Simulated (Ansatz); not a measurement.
# Squeezing and shearing amorphous Si (76 atoms)

Aim: relax amorphous Si (76 atoms), then change its volume and shape to read moduli from the stress.

Method: Kohn-Sham DFT, PBE, PAW (set soft_2), plane waves, in Ansatz 0.2.0.

## (1) The structure

The cell holds 76 atoms: 76 Si. Cell: a = 11.521 Å, b = 11.521 Å, c = 11.521 Å, α = 90.0°, β = 90.0°, γ = 90.0°. 76 atoms (76 Si) placed at random at 2.32 g/cm³, melted at 3500 K for 10 ps at fixed volume with the Tersoff potential (Tersoff, Phys. Rev. B 39, 5566 (1989)). Quenched from 3100 K to 500 K at 10 K/ps and fixed volume, annealed at 900 K for 50 ps, held 5 ps.

Limits known from the start: The quench rate of 10 K/ps far exceeds what a furnace or splat quench reaches, so expect more defects and frozen-in strain than in a real sample. The starting topology of bonds comes from the classical model, and needn't be the one that DFT or experiment would give. Only the Γ point is sampled.

## (2) Single point at the start

A single point comes first, to see the forces before anything moves.

input.yaml reads:

```yaml
crystal:
  lattice:
    - [11.5206, 0.0, 0.0]
    - [0.0, 11.5206, 0.0]
    - [0.0, 0.0, 11.5206]
  atoms:
    - { symbol: Si, position: [0.95, 0.28552, 0.07037] }
    - { symbol: Si, position: [0.64106, 0.37171, 0.10822] }
    - { symbol: Si, position: [0.06368, 0.07066, 0.20779] }
    - { symbol: Si, position: [0.29236, 0.29258, 0.07379] }
    - { symbol: Si, position: [0.89287, 0.31356, 0.57323] }
    - { symbol: Si, position: [0.69684, 0.04495, 0.04457] }
    - { symbol: Si, position: [0.69534, 0.29656, 0.58705] }
    - { symbol: Si, position: [0.4938, 0.7925, 0.74485] }
    - { symbol: Si, position: [0.20573, 0.5953, 0.2961] }
    - { symbol: Si, position: [0.22056, 0.80848, 0.58627] }
    - { symbol: Si, position: [0.87022, 0.62539, 0.46932] }
    - { symbol: Si, position: [0.81901, 0.62821, 0.80846] }
    - { symbol: Si, position: [0.2523, 0.20827, 0.88077] }
    - { symbol: Si, position: [0.12072, 0.4444, 0.73406] }
    - { symbol: Si, position: [0.99357, 0.05757, 0.71783] }
    - { symbol: Si, position: [0.2888, 0.30945, 0.69567] }
    - { symbol: Si, position: [0.29405, 0.9171, 0.03733] }
    - { symbol: Si, position: [0.03432, 0.16731, 0.90136] }
    - { symbol: Si, position: [0.7671, 0.54377, 0.11797] }
    - { symbol: Si, position: [0.96724, 0.50327, 0.03988] }
    - { symbol: Si, position: [0.27633, 0.86382, 0.39973] }
    - { symbol: Si, position: [0.53303, 0.97594, 0.15672] }
    - { symbol: Si, position: [0.31265, 0.35567, 0.46859] }
    - { symbol: Si, position: [0.66371, 0.22923, 0.77096] }
    - { symbol: Si, position: [0.95813, 0.77817, 0.76921] }
    - { symbol: Si, position: [0.21972, 0.57791, 0.86097] }
    - { symbol: Si, position: [0.6526, 0.3857, 0.9099] }
    - { symbol: Si, position: [0.33483, 0.65216, 0.70124] }
    - { symbol: Si, position: [0.4369, 0.71169, 0.38334] }
    - { symbol: Si, position: [0.55015, 0.7061, 0.92803] }
    - { symbol: Si, position: [0.3985, 0.1341, 0.17345] }
    - { symbol: Si, position: [0.452, 0.24083, 0.34839] }
    - { symbol: Si, position: [0.3392, 0.48631, 0.00599] }
    - { symbol: Si, position: [0.05768, 0.67875, 0.94308] }
    - { symbol: Si, position: [0.32414, 0.08017, 0.43076] }
    - { symbol: Si, position: [0.99064, 0.99008, 0.0301] }
    - { symbol: Si, position: [0.76493, 0.21411, 0.13464] }
    - { symbol: Si, position: [0.11769, 0.29032, 0.40339] }
    - { symbol: Si, position: [0.11996, 0.2684, 0.19324] }
    - { symbol: Si, position: [0.56597, 0.5641, 0.39478] }
    - { symbol: Si, position: [0.48467, 0.98864, 0.75568] }
    - { symbol: Si, position: [0.74266, 0.61316, 0.61405] }
    - { symbol: Si, position: [0.55781, 0.85215, 0.46454] }
    - { symbol: Si, position: [0.79897, 0.81713, 0.25631] }
    - { symbol: Si, position: [0.05053, 0.47341, 0.23422] }
    - { symbol: Si, position: [0.31806, 0.01671, 0.85336] }
    - { symbol: Si, position: [0.50328, 0.50569, 0.88641] }
    - { symbol: Si, position: [0.66175, 0.04506, 0.83544] }
    - { symbol: Si, position: [0.1144, 0.81831, 0.07115] }
    - { symbol: Si, position: [0.65, 0.9441, 0.30871] }
    - { symbol: Si, position: [0.81737, 0.88369, 0.06603] }
    - { symbol: Si, position: [0.76281, 0.11168, 0.31459] }
    - { symbol: Si, position: [0.7476, 0.70765, 0.9852] }
    - { symbol: Si, position: [0.50111, 0.43089, 0.25229] }
    - { symbol: Si, position: [0.44929, 0.78704, 0.08282] }
    - { symbol: Si, position: [0.0185, 0.73878, 0.58223] }
    - { symbol: Si, position: [0.43618, 0.47117, 0.69094] }
    - { symbol: Si, position: [0.96359, 0.82128, 0.38213] }
    - { symbol: Si, position: [0.25277, 0.99783, 0.22608] }
    - { symbol: Si, position: [0.12654, 0.77968, 0.27882] }
    - { symbol: Si, position: [0.82312, 0.93815, 0.74329] }
    - { symbol: Si, position: [0.50458, 0.0323, 0.54696] }
    - { symbol: Si, position: [0.60671, 0.47635, 0.57084] }
    - { symbol: Si, position: [0.954, 0.02662, 0.36787] }
    - { symbol: Si, position: [0.96378, 0.31555, 0.76733] }
    - { symbol: Si, position: [0.62366, 0.17242, 0.45229] }
    - { symbol: Si, position: [0.98445, 0.44397, 0.4331] }
    - { symbol: Si, position: [0.18186, 0.97773, 0.71227] }
    - { symbol: Si, position: [0.10475, 0.54941, 0.56191] }
    - { symbol: Si, position: [0.39065, 0.60798, 0.19274] }
    - { symbol: Si, position: [0.84861, 0.43674, 0.87527] }
    - { symbol: Si, position: [0.30709, 0.57257, 0.48685] }
    - { symbol: Si, position: [0.01095, 0.14443, 0.52163] }
    - { symbol: Si, position: [0.21074, 0.13566, 0.58545] }
    - { symbol: Si, position: [0.6781, 0.80825, 0.62816] }
    - { symbol: Si, position: [0.74478, 0.62715, 0.3055] }
kpoints:
  mp_grid: { grid: [1, 1, 1] }
hamiltonian:
  xc: pbe
scf:
  occupations: { method: gaussian, width: 0.05 }
output:
  forces: true
```

Command:

```console
$ ansatz run input.yaml --threads 4 --pin off --max-ram 8192MiB --backend cpu --events-out ev --progress --plain --runs-dir out
```

Numbers of over 12 decimals in the logs are rounded to 6 here.

Log:

```text
[...]
Pseudopotentials: kind: paw
Pseudopotential: Si, paw, valence charge 4, recommended cutoff 420 eV (normal), Si.paw.azcp
[...]
Crystal: 76 atoms, lattice volume = 1529.063 Å³
Basis set: ecut = 420 eV, 29855 PW (Γ), exchange–correlation on 160×160×160 points (8 copies of the dense FFT grid, shifted against one another)
Bands: 228, of which v1, the nominal top of the filled ones, is band 152 counted from 1 (151 counted from 0)
Symmetry: 1 space group operations
Space group: P1 (ITA 1), of the structure as read, at distance tolerance 1.2e-4 Å
k-points: 1
[...]
Initial density: superposition of atomic densities (neutral atoms: chi_scale 0, normalization atom), corrected by the library's trained network
Initial wavefunctions: pseudopotential atomic-orbital guess
[...]
SCF iter   1: F=—  HF=-48295.516193 eV  |F-HF|=—  |Δ(HF+E_count)|=         —  Δρ=4.25e-3  dr2=8.44e-1  ethr=1.77e-3  ⟨swp⟩=6.0  Hψ=1055  notcnv=0  defer=32
preconditioner: auto → Resta (q_TF=auto, 2.084 Å⁻¹)  ε∞=6.0  [insulator: Δε(μ)=0.128 eV  Ē_g=7.441 eV  σ=0.050 eV  W_gap=0.93  n_scr=250 (ndim 8)  ℏωp=16.6 eV  f_vac=0.001  D(μ)=8.85/eV (n_scr^D=26)  ε∞_Penn≈6.0]
SCF iter   2: F=—  HF=-48295.412206 eV  |F-HF|=—  |Δ(HF+E_count)|=   1.04e-1  Δρ=2.22e-3  dr2=1.47e-1  ethr=2.78e-4  ⟨swp⟩=2.0  Hψ=271  notcnv=0  defer=38
SCF iter   3: F=—  HF=-48295.393792 eV  |F-HF|=—  |Δ(HF+E_count)|=   1.84e-2  Δρ=5.20e-4  dr2=6.72e-3  ethr=4.83e-5  ⟨swp⟩=3.0  Hψ=307  notcnv=0
automatic band count: iteration 3 solves 176 bands in place of 228: the levels show a gap, and the empty bands left out lie too high to hold charge; the band table lists the bands solved (type scf.n_extra_bands for more)
SCF iter   4: F=—  HF=-48295.395102 eV  |F-HF|=—  |Δ(HF+E_count)|=   1.31e-3  Δρ=1.66e-4  dr2=8.85e-4  ethr=2.21e-6  ⟨swp⟩=3.0  Hψ=351  notcnv=0
SCF iter   5: F=—  HF=-48295.395599 eV  |F-HF|=—  |Δ(HF+E_count)|=   4.97e-4  Δρ=5.01e-5  dr2=1.48e-4  ethr=2.91e-7  ⟨swp⟩=2.0  Hψ=246  notcnv=0
SCF iter   6: F=—  HF=-48295.395750 eV  |F-HF|=—  |Δ(HF+E_count)|=   1.52e-4  Δρ=1.95e-5  dr2=2.27e-5  ethr=4.88e-8  ⟨swp⟩=2.0  Hψ=246  notcnv=0
SCF iter   7: F=—  HF=-48295.395817 eV  |F-HF|=—  |Δ(HF+E_count)|=   6.63e-5  Δρ=6.98e-6  dr2=2.04e-6  ethr=7.48e-9  ⟨swp⟩=2.0  Hψ=323  notcnv=0  defer=13
SCF iter   8: F=—  HF=-48295.395819 eV  |F-HF|=—  |Δ(HF+E_count)|=   2.42e-6  Δρ=2.14e-6  dr2=1.96e-7  ethr=6.71e-10  ⟨swp⟩=2.0  Hψ=310  notcnv=0  defer=13
SCF iter   9: F=-48295.395819 eV  HF=-48295.395819 eV  |F-HF|=9.50e-9  |Δ(HF+E_count)|=   2.72e-7  Δρ=7.01e-7  dr2=1.79e-8  ethr=3.29e-11  ⟨swp⟩=5.0  Hψ=646  notcnv=0
SCF 1 converged in 9 iterations: F = -48295.395819 eV  dr2 = 1.79e-8
[...]
SCF converged after 9 iterations
Free energy (F): -48295.395819 eV
Harris-Foulkes:  -48295.395819 eV  (|F-HF|=9.50e-9)
Internal energy: -48295.375106 eV  (E = F + TS)
E sigma→0 (E₀):  -48295.385463 eV
Entropy (-TS):   -0.020713 eV (-0.273 meV/atom)
Fermi energy:    6.415226 eV
--- Per-component energies (eV) ---
[...]
Σ components = -48295.395819   (vs F -48295.395819, Δ=0.00e0)
--- Forces (eV/Å), atoms counted from 1 ---
  atom   1  Si     0.45044238    -0.01542743    -0.57492384
  atom   2  Si     0.29818003     0.71081506     0.66870052
  atom   3  Si    -0.01712511    -0.19607678    -0.72547979
  atom   4  Si    -0.03318700    -0.80968447    -0.68923359
[...]
atom  76  Si    -0.28309147     0.07148057    -0.49631665
  max |Σ_I F_I| component: 2.09e-5 eV/Å
```

Wall time 8.1 s (4 threads of Arm Neoverse V1, shared host); peak memory 1.3 GiB.

The r.m.s. force at the start is 0.60 eV/Å.

## (3) Cell and atoms relaxed

The cell is relaxed with the atoms, since the starting lattice needn't suit this functional.

input.yaml reads:

```yaml
crystal:
  lattice:
    - [11.5206, 0.0, 0.0]
    - [0.0, 11.5206, 0.0]
    - [0.0, 0.0, 11.5206]
  atoms:
    [... the 76 atom lines of step 2 ...]
kpoints:
  mp_grid: { grid: [1, 1, 1] }
hamiltonian:
  xc: pbe
scf:
  occupations: { method: gaussian, width: 0.05 }
output:
  forces: true
relax:
  f_tol: 0.05
  max_steps: 150
  cell: {}
```

Log:

```text
[...]
Crystal: 76 atoms, lattice volume = 1529.063 Å³
Basis set: ecut = 420 eV, 29855 PW (Γ), exchange–correlation on 160×160×160 points (8 copies of the dense FFT grid, shifted against one another)
Bands: 228, of which v1, the nominal top of the filled ones, is band 152 counted from 1 (151 counted from 0)
Symmetry: 1 space group operations
[...]
k-points: 1
[...]
SCF iter   1: F=—  HF=-48295.516192 eV  |F-HF|=—  |Δ(HF+E_count)|=         —  Δρ=4.25e-3  dr2=8.44e-1  ethr=1.77e-3  ⟨swp⟩=6.0  Hψ=1055  notcnv=0  defer=32
[...]
SCF iter   9: F=-48295.395819 eV  HF=-48295.395819 eV  |F-HF|=9.50e-9  |Δ(HF+E_count)|=   2.98e-7  Δρ=8.74e-7  dr2=5.02e-8  ethr=3.29e-11  ⟨swp⟩=4.0  Hψ=690  notcnv=0
SCF 1 converged in 9 iterations: F = -48295.395819 eV  dr2 = 5.02e-8
[...]
relax step   1: F+E_penalty+E_count = -48295.39581940 eV  Δ(F+E_penalty+E_count) = +0.000e0 eV  max|allowed force component| = 2.116e0 eV/Å  Δτ_max = 0.0000 Å  P = -0.210 GPa  Ω = 1529.063 Å³  (9 SCF iters, dr2 threshold 1.00e-7 eV, accepted)
[... from here on, the SCF cycles and remarks between the steps are left out ...]
relax step   2: F+E_penalty+E_count = -48299.14783349 eV  Δ(F+E_penalty+E_count) = -3.752e0 eV  max|allowed force component| = 7.793e-1 eV/Å  Δτ_max = 0.1949 Å  P = +0.062 GPa  Ω = 1519.327 Å³  energy of the carried Pulay correction = +1.239e-3 eV  (7 SCF iters, dr2 threshold 7.60e-6 eV, accepted)
relax step   3: F+E_penalty+E_count = -48300.09717389 eV  Δ(F+E_penalty+E_count) = -9.493e-1 eV  max|allowed force component| = 5.444e-1 eV/Å  Δτ_max = 0.1610 Å  P = +0.128 GPa  Ω = 1518.950 Å³  energy of the carried Pulay correction = +1.287e-3 eV  (8 SCF iters, dr2 threshold 7.60e-6 eV, accepted)
relax step   4: F+E_penalty+E_count = -48300.72125042 eV  Δ(F+E_penalty+E_count) = -6.241e-1 eV  max|allowed force component| = 2.656e-1 eV/Å  Δτ_max = 0.2000 Å  P = -0.010 GPa  Ω = 1522.374 Å³  energy of the carried Pulay correction = +8.506e-4 eV  (7 SCF iters, dr2 threshold 7.60e-6 eV, accepted)
relax step   5: F+E_penalty+E_count = -48300.90846182 eV  Δ(F+E_penalty+E_count) = -1.872e-1 eV  max|allowed force component| = 3.987e-1 eV/Å  Δτ_max = 0.1949 Å  P = -0.072 GPa  Ω = 1522.625 Å³  energy of the carried Pulay correction = +8.185e-4 eV  (8 SCF iters, dr2 threshold 4.41e-6 eV, accepted)
relax step   6: F+E_penalty+E_count = -48301.09231850 eV  Δ(F+E_penalty+E_count) = -1.839e-1 eV  max|allowed force component| = 2.638e-1 eV/Å  Δτ_max = 0.2000 Å  P = +0.030 GPa  Ω = 1519.431 Å³  energy of the carried Pulay correction = +1.226e-3 eV  (7 SCF iters, dr2 threshold 7.60e-6 eV, accepted)
relax step   7: F+E_penalty+E_count = -48301.18239315 eV  Δ(F+E_penalty+E_count) = -9.007e-2 eV  max|allowed force component| = 4.155e-1 eV/Å  Δτ_max = 0.1279 Å  P = +0.076 GPa  Ω = 1518.577 Å³  energy of the carried Pulay correction = +1.335e-3 eV  (7 SCF iters, dr2 threshold 4.35e-6 eV, accepted)
relax step   8: F+E_penalty+E_count = -48301.28011470 eV  Δ(F+E_penalty+E_count) = -9.772e-2 eV  max|allowed force component| = 3.574e-1 eV/Å  Δτ_max = 0.1248 Å  P = -0.031 GPa  Ω = 1520.855 Å³  energy of the carried Pulay correction = +1.044e-3 eV  (6 SCF iters, dr2 threshold 7.60e-6 eV, accepted)
relax step   9: F+E_penalty+E_count = -48301.45581328 eV  Δ(F+E_penalty+E_count) = -1.757e-1 eV  max|allowed force component| = 4.572e-1 eV/Å  Δτ_max = 0.1947 Å  P = -0.038 GPa  Ω = 1521.268 Å³  energy of the carried Pulay correction = +9.916e-4 eV  (6 SCF iters, dr2 threshold 7.60e-6 eV, accepted)
relax step  10: F+E_penalty+E_count = -48301.60315511 eV  Δ(F+E_penalty+E_count) = -1.473e-1 eV  max|allowed force component| = 3.155e-1 eV/Å  Δτ_max = 0.1955 Å  P = +0.028 GPa  Ω = 1521.297 Å³  energy of the carried Pulay correction = +9.879e-4 eV  (6 SCF iters, dr2 threshold 7.60e-6 eV, accepted)
relax step  11: F+E_penalty+E_count = -48301.68965423 eV  Δ(F+E_penalty+E_count) = -8.650e-2 eV  max|allowed force component| = 2.020e-1 eV/Å  Δτ_max = 0.2000 Å  P = -0.099 GPa  Ω = 1527.158 Å³  energy of the carried Pulay correction = +2.418e-4 eV  (6 SCF iters, dr2 threshold 6.22e-6 eV, accepted)
relax step  12: F+E_penalty+E_count = -48301.57579487 eV  Δ(F+E_penalty+E_count) = +1.139e-1 eV  max|allowed force component| = 7.534e-1 eV/Å  Δτ_max = 0.1786 Å  P = -0.129 GPa  Ω = 1529.901 Å³  energy of the carried Pulay correction = -1.064e-4 eV  (7 SCF iters, dr2 threshold 2.55e-6 eV, rejected (line search))
relax step  13: F+E_penalty+E_count = -48301.73929507 eV  Δ(F+E_penalty+E_count) = -4.964e-2 eV  max|allowed force component| = 2.167e-1 eV/Å  Δτ_max = 0.0871 Å  P = +0.003 GPa  Ω = 1526.027 Å³  energy of the carried Pulay correction = +3.856e-4 eV  (11 SCF iters, accepted)
relax step  14: F+E_penalty+E_count = -48301.77246750 eV  Δ(F+E_penalty+E_count) = -3.317e-2 eV  max|allowed force component| = 2.250e-1 eV/Å  Δτ_max = 0.0978 Å  P = +0.030 GPa  Ω = 1526.474 Å³  energy of the carried Pulay correction = +3.287e-4 eV  (6 SCF iters, dr2 threshold 2.94e-6 eV, accepted)
relax step  15: F+E_penalty+E_count = -48301.81231171 eV  Δ(F+E_penalty+E_count) = -3.984e-2 eV  max|allowed force component| = 1.426e-1 eV/Å  Δτ_max = 0.1465 Å  P = -0.009 GPa  Ω = 1527.831 Å³  energy of the carried Pulay correction = +1.564e-4 eV  (6 SCF iters, dr2 threshold 3.16e-6 eV, accepted)
relax step  16: F+E_penalty+E_count = -48301.80671859 eV  Δ(F+E_penalty+E_count) = +5.593e-3 eV  max|allowed force component| = 4.213e-1 eV/Å  Δτ_max = 0.1956 Å  P = +0.003 GPa  Ω = 1528.498 Å³  energy of the carried Pulay correction = +7.168e-5 eV  (7 SCF iters, dr2 threshold 1.27e-6 eV, rejected (line search))
relax step  17: F+E_penalty+E_count = -48301.83108571 eV  Δ(F+E_penalty+E_count) = -1.877e-2 eV  max|allowed force component| = 1.142e-1 eV/Å  Δτ_max = 0.0700 Å  P = -0.035 GPa  Ω = 1527.933 Å³  energy of the carried Pulay correction = +1.434e-4 eV  (11 SCF iters, accepted)
relax step  18: F+E_penalty+E_count = -48301.84260161 eV  Δ(F+E_penalty+E_count) = -1.152e-2 eV  max|allowed force component| = 6.293e-2 eV/Å  Δτ_max = 0.0659 Å  P = +0.002 GPa  Ω = 1527.709 Å³  energy of the carried Pulay correction = +1.718e-4 eV  (6 SCF iters, dr2 threshold 8.15e-7 eV, accepted)
relax step  19: F+E_penalty+E_count = -48301.84528941 eV  Δ(F+E_penalty+E_count) = -2.688e-3 eV  max|allowed force component| = 3.252e-2 eV/Å  Δτ_max = 0.0141 Å  P = -0.005 GPa  Ω = 1527.796 Å³  energy of the carried Pulay correction = +1.607e-4 eV  (6 SCF iters, dr2 threshold 2.47e-7 eV, accepted)
relax step  20: F+E_penalty+E_count = -48301.85261738 eV  Δ(F+E_penalty+E_count) = -7.328e-3 eV  max|allowed force component| = 3.258e-2 eV/Å  Δτ_max = 0.0000 Å  P = +0.002 GPa  Ω = 1527.796 Å³  stress off target by 3.67e-2 GPa  SCF on the basis re-selected at this cell (its energy is not comparable with the rows above)  (6 SCF iters)
basis re-selected at this cell: Δ(F+E_penalty+E_count) = -7.328e-3 eV, ΔP = +0.007 GPa vs the last step (what re-selecting the basis moved, of the pressure what is left beyond the Pulay correction that the steps carried, after the strain that the cell walked since its last selection, [...]
SCF converged after 6 iterations
Free energy (F): -48301.852617 eV
[...]
Internal energy: -48301.852617 eV  (E = F + TS)
E sigma→0 (E₀):  -48301.852617 eV
Entropy (-TS):   -0.000000 eV (-0.000 meV/atom)
Fermi energy:    6.412001 eV
[...]
--- Forces (eV/Å), atoms counted from 1 ---
  atom   1  Si     0.00491707     0.00046313     0.00111202
  atom   2  Si     0.00051091     0.00142233    -0.00379314
  atom   3  Si    -0.00530373    -0.00057194    -0.00725280
  atom   4  Si    -0.00195393     0.00093531    -0.00216968
  atom   5  Si     0.00052843     0.00410130    -0.00036945
  atom   6  Si     0.00337170     0.00125936     0.00121017
  atom   7  Si    -0.00172192    -0.00572467     0.00229594
  atom   8  Si     0.00428902    -0.00006362    -0.00047670
  atom   9  Si    -0.00636327     0.00081452    -0.00664332
  atom  10  Si    -0.01678574    -0.00272012    -0.01211392
  atom  11  Si     0.01060419    -0.01782980     0.00200118
  atom  12  Si     0.00108019     0.00521529    -0.00036095
  atom  13  Si    -0.00368304    -0.00108522     0.00460577
  atom  14  Si     0.00907678     0.00155988    -0.00061274
[...]
atom  75  Si     0.00943089    -0.00441032    -0.00076938
  atom  76  Si    -0.00120012     0.00437553     0.00598035
  max |Σ_I F_I| component: 2.14e-6 eV/Å
--- Stress (GPa, compression-positive) ---
       -0.004987       0.003410       0.008130
        0.003410       0.009674       0.029209
        0.008130       0.029209       0.001791
  P = ⅓ Tr σ = 0.0022 GPa (0.022 kbar)
--- Relaxed structure (19 steps of the walk, 17 accepted, 1 SCFs on fresh bases) ---
  F+E_penalty+E_count = -48301.85261738 eV   max|allowed force component| = 3.258e-2 eV/Å   (the final SCF, on the basis selected at the relaxed cell)
  cell:  # Å, volume = 1527.7965 Å³
    - [11.619669, -0.140014, 0.202908]
    - [-0.140014, 11.344719, 0.442158]
    - [0.202908, 0.442158, 11.612549]
  atoms:
    - { symbol: Si, position: [0.930755, 0.312979, 0.045035] }
    - { symbol: Si, position: [0.649733, 0.380997, 0.123697] }
    - { symbol: Si, position: [0.060502, 0.066525, 0.206910] }
    - { symbol: Si, position: [0.286064, 0.275050, 0.054154] }
[...]
- { symbol: Si, position: [0.737026, 0.635426, 0.292986] }
```

The job ended after 2.7 min (4 threads; peak memory 1.3 GiB).

The relaxation converged after 19 steps, with a largest force component of 0.033 eV/Å.

(Part 1 of 3 ends here.)

[Logs are printed without paths, hosts, clocks, repeated set-up lines and the standing remarks that a program may print on its own settings, such as how far it seeks lower states.]

[Hosts, paths, dates, database ids (printed as entryN), source tags and the programs' standing remarks are cut or masked in the printed files.]
